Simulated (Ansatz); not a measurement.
# Sb on Ti(0001), hcp start, 2x2 cell: photoemission fingerprints, part 3 of 3

Wanted: core-level shifts and unfolded surface bands for Sb on Ti(0001), hcp start, 2x2 cell. Spin–orbit coupling is left out of the bands throughout.

Ansatz 0.2.0; DFT, PBE, plane-wave PAW, default files, scalar-relativistic.

So far, work function, upper face (eV): step 2 (the clean face) 4.41; step 3 (relaxing the atoms) 4.71; step 4 (bands by layer) 4.71.

**5. Core holes**

Core levels are what XPS measures. Each chosen atom gets a core hole in a self-consistent pass of its own.

File input.yaml:

```yaml
crystal:
  lattice:
    - [5.88, 0.0, 0.0]
    - [2.94, 5.0922293743, 0.0]
    - [0.0, 0.0, 23.725]
  atoms:
    - { symbol: Sb_h, position: [0.33412588, 0.3333296339, 0.7002661348] }
    - { symbol: Ti_h, position: [6.0057e-06, -4.336e-07, 0.6146876458] }
    - { symbol: Ti, position: [0.4977257338, 0.0044962355, 0.606542731] }
    - { symbol: Ti, position: [0.0046117995, 0.4976791204, 0.6065855491] }
    - { symbol: Ti_h, position: [0.4977962833, 0.4978185892, 0.6065004441] }
    - { symbol: Ti, position: [0.8379889781, 0.3241958822, 0.5160774435] }
    - { symbol: Ti, position: [0.3332915757, 0.3333325425, 0.5120543309] }
    - { symbol: Ti, position: [0.8379270394, 0.8378388413, 0.5160995634] }
    - { symbol: Ti, position: [0.3241623789, 0.8379616397, 0.5160545954] }
    - { symbol: Ti_h, position: [0.0, 0.0, 0.414120126] }
    - { symbol: Ti, position: [0.5, 0.0, 0.414120126] }
    - { symbol: Ti, position: [0.0, 0.5, 0.414120126] }
    - { symbol: Ti, position: [0.5, 0.5, 0.414120126] }
    - { symbol: Ti, position: [0.833333333, 0.333333333, 0.316122234] }
    - { symbol: Ti, position: [0.333333333, 0.333333333, 0.316122234] }
    - { symbol: Ti, position: [0.833333333, 0.833333333, 0.316122234] }
    - { symbol: Ti, position: [0.333333333, 0.833333333, 0.316122234] }
kpoints:
  mp_grid: { grid: [6, 6, 1] }
scf:
  occupations: { method: fermi_dirac, width: 0.05 }
  n_extra_bands: 14
hamiltonian:
  xc: pbe
  pseudopotentials: { kind: paw }
output:
  forces: true
  write_potential: true
  volumetric_format: []
  core_levels:
    shells: { Sb_h: "3d", Ti_h: "2p" }
    counted_from: fermi_level
    add_spin: always
efield:
  axis: 3
  dipole_correction: true
```

On the command line:

```
ansatz run input.yaml --threads 8 --pin off --max-ram 20480MiB --backend cpu --events-out ev --progress --plain --runs-dir out
```

It took 46 min on 8 threads of Arm Neoverse V1, shared host; peak memory 7.4 GiB.

The run was cut off at the time limit after its SCF loop had closed; no result of it is taken.

The program's message: “Error: SIGTERM received: cancelled by the caller after 9 completed SCF iterations, in an analysis behind the self-consistent cycle: that cycle's result was reported, and what else the deck asks for be …”

**6. Without the dipole correction**

Leaving out the dipole correction shows the spurious field between unlike faces.

File input.yaml:

```yaml
crystal:
  lattice:
    - [5.88, 0.0, 0.0]
    - [2.94, 5.0922293743, 0.0]
    - [0.0, 0.0, 23.725]
  atoms:
    - { symbol: Sb, position: [0.33412588, 0.3333296339, 0.7002661348] }
    - { symbol: Ti, position: [6.0057e-06, -4.336e-07, 0.6146876458] }
    - { symbol: Ti, position: [0.4977257338, 0.0044962355, 0.606542731] }
    - { symbol: Ti, position: [0.0046117995, 0.4976791204, 0.6065855491] }
    - { symbol: Ti, position: [0.4977962833, 0.4978185892, 0.6065004441] }
    - { symbol: Ti, position: [0.8379889781, 0.3241958822, 0.5160774435] }
    - { symbol: Ti, position: [0.3332915757, 0.3333325425, 0.5120543309] }
    - { symbol: Ti, position: [0.8379270394, 0.8378388413, 0.5160995634] }
    - { symbol: Ti, position: [0.3241623789, 0.8379616397, 0.5160545954] }
    - { symbol: Ti, position: [0.0, 0.0, 0.414120126] }
    - { symbol: Ti, position: [0.5, 0.0, 0.414120126] }
    - { symbol: Ti, position: [0.0, 0.5, 0.414120126] }
    - { symbol: Ti, position: [0.5, 0.5, 0.414120126] }
    - { symbol: Ti, position: [0.833333333, 0.333333333, 0.316122234] }
    - { symbol: Ti, position: [0.333333333, 0.333333333, 0.316122234] }
    - { symbol: Ti, position: [0.833333333, 0.833333333, 0.316122234] }
    - { symbol: Ti, position: [0.333333333, 0.833333333, 0.316122234] }
kpoints:
  mp_grid: { grid: [6, 6, 1] }
scf:
  occupations: { method: fermi_dirac, width: 0.05 }
  n_extra_bands: 20
hamiltonian:
  xc: pbe
  pseudopotentials: { kind: paw }
output:
  forces: true
  write_potential: true
  volumetric_format: []
  dos:
    projected:
      site_lists:
        adsorbate: [0]
        layer_1: [1, 2, 3, 4]
        layer_2: [5, 6, 7, 8]
        layer_3: [9, 10, 11, 12]
        other_layers: [13, 14, 15, 16]
    de: 0.05
    e_range: [-30, 12]
    method: { smearing: { sigma: 0.15, scheme: gaussian } }
```

It took 43 s on 8 threads; peak memory 3.7 GiB; 5.5 min of CPU time.

Residual by cycle:

cycle, log10 residual and a bar from the least value:
```
        1        1.1 ##############################
        2       -0.9 #######################
        3       -1.7 ####################
        4       -2.7 #################
        5       -3.9 #############
        6       -4.6 ##########
        7       -5.7 ######
        8       -6.4 ####
        9       -7.6
```

The run finished; it serves as a test, and its numbers are not taken as the result.

**7. Summary of results**

- work function: 4.71 eV (other face 4.45 eV)
- change from the clean face: +0.31 eV
- Ti 3d centre of the filled part above −10 eV, from the plotted curve, layer 1: -1.35 eV
- Ti 3d centre of the filled part above −10 eV, from the plotted curve, layer 3: -1.29 eV

**Reading.** The Fermi level of Sb on Ti(0001), hcp start, 2x2 cell lies 4.71 eV (other face 4.45 eV) below the vacuum, a change of +0.31 eV from the clean face. The sign fits the charge transfer: Sb is more electronegative than the metal and draws charge outwards, a dipole that raises the barrier. Only the strongest levels a point were stored, too few to count surface states. After relaxation Sb1 stands 2.18 Å above the top layer, bonded to 3 Ti atoms at 2.78 Å. The bare lower face differs from the lower face of the clean 1×1 slab by 0.04 eV, a measure of the error from mesh and slab. A full set of core levels wasn't obtained: the run with holes didn't end in its time. At 21.2 eV the valence spectrum has its highest listed peak within 10.8 eV at 0.8 eV (Ti 3d). At 1486.7 eV the valence spectrum has its highest listed peaks within 13 eV at 1.1 eV (Ti 3d) and 8.6 eV (Sb 5s), and the deeper Sb 4d line at 28.2 eV is higher still (without the spin–orbit splitting that a measurement shows). The shell named is the one with most of the intensity, cross sections included, not always the one with most states there. In the main run, from 1486.7 eV towards hard X-rays the Sb 5s share grows by 16 points, as its cross section falls more slowly with photon energy than those of the shells it gains on. Semilocal functionals put filled localised shells such as Sb 4d too near the top of the filled states. Spin–orbit coupling is left out, which matters for the heavy atoms here. The slab's own atoms span 7.1 Å, so bulk bands appear as a few quantum-well levels, and states of the two faces can mix. The program warns of density or levels in the vacuum in some of these runs, so vacuum levels and energy differences can be a little off.

[Logs are printed without paths, hosts, clocks, repeated set-up lines and the standing remarks that a program may print on its own settings, such as how far it seeks lower states.]

[Hosts, paths, dates, database ids (printed as entryN), source tags and the programs' standing remarks are cut or masked in the printed files.]

[Maps of the electrostatic potential energy from Ansatz leave out the sawtooth potential of an applied field or a dipole correction, so their vacuum need not be flat; work functions include it.]
